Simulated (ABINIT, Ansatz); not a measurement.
# SiPbSe3 (Pm-3m): zone-centre phonons, part 4 of 4

Which modes does SiPbSe3 (Pm-3m) have at the zone centre?

ABINIT 10.8.3; DFT LDA, scalar-relativistic, plane waves, HGH norm-conserving pseudopotentials.

So far. Step 4 (Zone-centre response): The acoustic modes at Γ come out as far as 2.9 cm⁻¹ from zero, where they should vanish, a small numerical error. The lowest optical mode is imaginary, 103i cm⁻¹, an instability at this level and on this k mesh. Step 5 (Modes with the sum rule): The rule moves no optical mode by more than 0.2 cm⁻¹.

The structure was built from a prototype and need not be the compound's stable phase.

## Step 6: The same in Ansatz

The same cell goes through another code, with its own cutoff. The potentials differ.

This step: DFT LDA, scalar-relativistic, plane waves, PseudoDojo norm-conserving pseudopotentials (Ansatz 0.2.0).

input.yaml reads:

```yaml
crystal:
  lattice:
    - [4.8122302258, 0.0, 0.0]
    - [0.0, 4.8122302258, 0.0]
    - [0.0, 0.0, 4.8122302258]
  atoms:
    - { symbol: Pb, position: [0.0, 0.0, 0.0] }
    - { symbol: Si, position: [0.5, 0.5, 0.5] }
    - { symbol: Se, position: [0.5, 0.5, 0.0] }
    - { symbol: Se, position: [0.5, 0.0, 0.5] }
    - { symbol: Se, position: [0.0, 0.5, 0.5] }
kpoints:
  mp_grid: { grid: [6, 6, 6] }
hamiltonian:
  xc: lda
  pseudopotentials: { kind: nc, accuracy: standard }
scf:
  occupations: { method: methfessel_paxton, width: 0.27211 }
output:
  eigenvalues: true
phonons:
  method: dfpt
```

Command:

```console
ansatz run input.yaml --threads 4 --pin off --max-ram 8192MiB --backend cpu --events-out ev --progress --plain --runs-dir out
```

Output:

```text
zone centre: on kpoints.mp_grid the ground state, and the responses unless they are solved on pairs of k-points, stand on 64 of the mesh's 216 k-points, reduced under 8 symmetry operations, with k and −k counted as one. Each operation leaves every solved displacement unchanged or reverses it
Engine: ansatz 0.2.0, x86_64-unknown-linux-gnu
Pseudopotentials: kind: nc
Pseudopotential: Pb, nc, valence charge 14, recommended cutoff 761.918815 eV (normal), Pb.nc.azcp (PseudoDojo's, or run here from an input of PseudoDojo's; its table is named by hamiltonian.pseudopotentials.accuracy)
Pseudopotential: Si, nc, valence charge 4, recommended cutoff 435.38218 eV (normal), Si.nc.azcp (PseudoDojo's, or run here from an input of PseudoDojo's; its table is named by hamiltonian.pseudopotentials.accuracy)
Pseudopotential: Se, nc, valence charge 16, recommended cutoff 1170.089609 eV (normal), Se.nc.azcp (PseudoDojo's, or run here from an input of PseudoDojo's; its table is named by hamiltonian.pseudopotentials.accuracy)
Functional definition: SPW92
  exchange = slater_x
  correlation = pw_c
Crystal: 5 atoms, lattice volume = 111.440 Å³
Basis set: ecut = 1170.089609 eV, 10131 PW (Γ), exchange–correlation on 108×108×108 points (8 copies of the dense FFT grid, shifted against one another)
Bands: 40, of which v1, the nominal top of the filled ones, is band 33 counted from 1 (32 counted from 0)
Symmetry: 48 space group operations
k-points: 64 of 216 (irreducible under 8 space group operations)
Non-local potential: Pb, projectors of the file, l = 0: 2, l = 1: 2, l = 2: 2
Non-local potential: Si, projectors of the file, l = 0: 2, l = 1: 2, l = 2: 2
Non-local potential: Se, projectors of the file, l = 0: 2, l = 1: 2, l = 2: 2
Initial density: superposition of atomic densities (chi_scale 0.1, normalization cell, long waves kept (reshape's long-wave potential 0.00 eV rms))
Initial wavefunctions: pseudopotential atomic-orbital guess
Functional: x = slater, c = lda
SCF iter   1: F=—  HF=-11921.047885 eV  |F-HF|=—  |Δ(HF+E_count)|=         —  Δρ=2.13e-2  dr2=8.12e-1  ethr=3.10e-3  ⟨swp⟩=7.1  Hψ=10456  notcnv=0
preconditioner: auto → Kerker (q_TF=auto, 2.500 Å⁻¹)  [metal: Δε(μ)=0.060 eV  Ē_g=12.379 eV  σ=0.272 eV  W_gap=0.18  n_scr=26 (ndim 8)  ℏωp=21.1 eV  f_vac=0.000  D(μ)=4.75/eV (n_scr^D=32)]
SCF iter   2: F=—  HF=-11920.912093 eV  |F-HF|=—  |Δ(HF+E_count)|=   1.36e-1  S|Δr|=    0.00e0  Δρ=1.34e-2  dr2=4.12e-1  ethr=1.23e-3  ⟨swp⟩=1.1  Hψ=3078  notcnv=0
SCF iter   3: F=—  HF=-11920.783119 eV  |F-HF|=—  |Δ(HF+E_count)|=   1.29e-1  S|Δr|=    0.00e0  Δρ=2.26e-3  dr2=7.53e-3  ethr=6.25e-4  ⟨swp⟩=2.0  Hψ=2874  notcnv=0
SCF iter   4: F=—  HF=-11920.781759 eV  |F-HF|=—  |Δ(HF+E_count)|=   1.36e-3  S|Δr|=    0.00e0  Δρ=5.79e-4  dr2=5.64e-4  ethr=1.14e-5  ⟨swp⟩=2.2  Hψ=4066  notcnv=0  defer=12
SCF iter   5: F=—  HF=-11920.781639 eV  |F-HF|=—  |Δ(HF+E_count)|=   1.21e-4  S|Δr|=    0.00e0  Δρ=1.49e-4  dr2=3.12e-5  ethr=8.55e-7  ⟨swp⟩=2.0  Hψ=3456  notcnv=0  defer=12
SCF iter   6: F=—  HF=-11920.781707 eV  |F-HF|=—  |Δ(HF+E_count)|=   6.88e-5  S|Δr|=    0.00e0  Δρ=3.23e-5  dr2=1.36e-6  ethr=4.73e-8  ⟨swp⟩=2.0  Hψ=3175  notcnv=0  defer=12
SCF iter   7: F=—  HF=-11920.782038 eV  |F-HF|=—  |Δ(HF+E_count)|=   3.31e-4  S|Δr|=    0.00e0  Δρ=7.04e-6  dr2=5.03e-8  ethr=2.07e-9  ⟨swp⟩=2.0  Hψ=3339  notcnv=0  defer=12
SCF iter   8: F=—  HF=-11920.782038 eV  |F-HF|=—  |Δ(HF+E_count)|=   8.62e-9  S|Δr|=    0.00e0  Δρ=1.73e-6  dr2=5.06e-9  ethr=7.61e-11  ⟨swp⟩=2.3  Hψ=4343  notcnv=0  defer=12
SCF iter   9: F=—  HF=-11920.782038 eV  |F-HF|=—  |Δ(HF+E_count)|=  3.27e-11  S|Δr|=    0.00e0  Δρ=4.87e-7  dr2=3.84e-10  ethr=7.67e-12  ⟨swp⟩=1.8  Hψ=3093  notcnv=0  defer=12
SCF iter  10: F=—  HF=-11920.782038 eV  |F-HF|=—  |Δ(HF+E_count)|=  1.27e-11  S|Δr|=    0.00e0  Δρ=1.14e-7  dr2=1.46e-11  ethr=1.00e-12  ⟨swp⟩=1.4  Hψ=2651  notcnv=0  defer=12
SCF iter  11: F=-11920.782038 eV  HF=-11920.782038 eV  |F-HF|=3.64e-12  |Δ(HF+E_count)|=  5.46e-12  S|Δr|=    0.00e0  Δρ=2.52e-8  dr2=5.25e-13  ethr=1.00e-12  ⟨swp⟩=15.0  Hψ=15676  notcnv=0
SCF 1 converged in 11 iterations: F = -11920.782038 eV  dr2 = 5.25e-13
DFPT response loops at Γ: preconditioner auto → Kerker (q_TF=auto, 2.500 Å⁻¹) (partly filled bands, converged f_vac=0.000); β = 1.00, the filter's whole step (`scf.mixing.beta` (0.50) is not read by the response loops under this deck's `scf.mixing.preconditioner`; to damp them name `kerker` or `kerker_dos`, under which they read `scf.mixing.beta`, and type it under 1.00, their step now; both keys bind the ground state too); Broyden in place of MSR1
SCF converged after 11 iterations
Stability not checked: this state was not tested for a lower state beside it, because cold or Methfessel-Paxton smearing, or corrected tetrahedra, fill the levels in a way that the test cannot read (fill_not_monotonic; see scf.lower_state_search)
Free energy (F): -11920.782038 eV
Harris-Foulkes:  -11920.782038 eV  (|F-HF|=3.64e-12)
Internal energy: -11920.753166 eV  (E = F + TS)
E sigma→0 (E₀):  -11920.774820 eV
Entropy (-TS):   -0.028873 eV (-5.775 meV/atom)
Fermi energy:    10.133165 eV
Step filling:    the computed levels leave a gap of 0.0000 eV = 0.0 smearing widths at the electron count; against every level under it full and every level over it empty, smearing changes F+E_penalty+E_count by -10.424 meV and its σ→0 estimate by -3.206 meV
--- Per-component energies (eV) ---
  E_band       = -1085.901490
  E_kinetic    = 7378.573415
  E_local      = -8567.371612  (includes V_loc(G=0)·N_el)
  E_nonlocal   = -4527.931163
  E_hartree    = 3184.447856
  E_xc         = -2528.816569
  E_vxc        = -1738.067782  (∫ρ·V_xc dr)
  E_ewald      = -6859.655093
  E_smearing   = -0.028873  (= −TS)
  E_closure    = -0.000000  (closes the sum)
  Σ components = -11920.782038   (vs F -11920.782038, Δ=0.00e0)
--- Band table (eV; the first three rows and the last of 64) ---
  k-point 0: bands = [... 29 lower, 8.5880, 8.5880, 8.9623, 8.9623, 8.9623, 14.2459, 14.2459, 14.2459, ... 3 higher]
  k-point 1: bands = [... 29 lower, 8.2943, 8.7746, 8.9253, 8.9253, 9.3328, 13.1654, 13.8140, 13.8140, ... 3 higher]
  k-point 2: bands = [... 29 lower, 7.5860, 8.4498, 9.1057, 9.1057, 10.6086, 11.6127, 13.1497, 13.1497, ... 3 higher]
  k-point 63: bands = [... 29 lower, 8.5432, 10.7170, 10.7170, 10.7170, 11.9360, 11.9360, 11.9360, 14.2561, ... 3 higher]
--- Phonons (Γ-DFPT): 4 representative perturbations + reference, on 64 of 216 k-points (Σ response iterations 12) ---
  k mesh reduced under 8 symmetry operations, with k and −k counted as one. Each operation leaves every solved displacement unchanged or reverses it
  ASR residual: 2.079e-4 → 0.000e0 eV/Å²; symmetrization residual: 5.584e-5 eV/Å²
  ASR residual per site (eV/Å²): 2.08e-4 5.61e-5 1.09e-4 1.09e-4 1.09e-4
  Γ frequencies (cm⁻¹): -100.87 -100.87 -100.87 -74.11 -74.11 -74.11 -37.34 -37.34 -37.34 0.00 0.00 0.00 226.81 226.81 226.81
  non-analytic LO–TO correction: not included (Born effective charges unavailable; polar crystals: no LO–TO splitting at Γ)
```

Run time: 2 min. Hardware: 4 threads of Intel Xeon at 2.70GHz, shared host; peak memory 3.3 GiB; 7.5 min of CPU time.

Numbers from this step:

```
sum-rule residual before enforcement             : 2.08e-4 eV/Å²
highest optical zone-centre mode (no LO-TO term) : 226.8 cm⁻¹
lowest optical zone-centre mode                  : -100.9 cm⁻¹
```

## Step 7: The two compared: ABINIT HGH and Ansatz, PseudoDojo

Numbers from this step:

* root-mean-square difference: 5 cm⁻¹
* largest difference: 8.5 cm⁻¹

Optical modes, paired by symmetry label. Frequencies side by side, by row:

```
q (reciprocal lattice)  mode  ABINIT HGH (cm⁻¹)  Ansatz, PseudoDojo (cm⁻¹)
                 0 0 0     1             -103.5                     -100.9
                 0 0 0     2             -103.5                     -100.9
                 0 0 0     3             -103.5                     -100.9
                 0 0 0     4                -74                      -74.1
                 0 0 0     5                -74                      -74.1
                 0 0 0     6                -74                      -74.1
                 0 0 0     7              -41.9                      -37.3
                 0 0 0     8              -41.9                      -37.3
                 0 0 0     9              -41.9                      -37.3
                 0 0 0    13              218.3                      226.8
                 0 0 0    14              218.3                      226.8
                 0 0 0    15              218.3                      226.8
```

At the zone centre the largest difference (acoustic modes at Γ apart) is 4 % of the highest mode.

## Step 8: Results

```
space group after relaxation                                           : Pm-3m
volume per atom                                                        : 22.3 Å³
highest optical zone-centre mode (no LO-TO term)                       : 218.3 cm⁻¹
lowest optical zone-centre mode                                        : -103.5 cm⁻¹
imaginary optical modes at the zone centre (no q mesh in this session) : yes
largest difference from Ansatz, PseudoDojo                             : 8.5 cm⁻¹
```

In words: At the LDA level the optical modes of SiPbSe3 (Pm-3m) at the zone centre run from 104i to 218 cm⁻¹, so the structure is a saddle point, with 9 modes beyond 10i cm⁻¹ there. The base run prints -1.1 GPa, mostly the error of a finite basis; the relaxation, with a smoothed and higher cutoff, had brought the cell to rest. ABINIT HGH and Ansatz, PseudoDojo differ by 5.0 cm⁻¹ in the root mean square and by 8.5 cm⁻¹ at most, 3.9 % of the highest mode compared (acoustic modes at Γ left out); the two use different potentials, and the cell was not relaxed for the second set. These are harmonic frequencies at zero temperature: anharmonic shifts and linewidths and thermal expansion are left out. Spin-orbit coupling is left out, which can matter for the heavy elements here. The HGH files keep few electrons and have no core correction, which is cheap but rough for Pb. In a metal the frequencies hang on the k mesh and the smearing, most of all near Kohn anomalies. The structure is a hypothetical one, built on a prototype.

[Host names and launcher messages were left out of these logs when they were recorded.]

[Logs are printed without paths, hosts, clocks, repeated set-up lines and the standing remarks that a program may print on its own settings, such as how far it seeks lower states.]

[Hosts, paths, dates, database ids (printed as entryN), source tags and the programs' standing remarks are cut or masked in the printed files.]
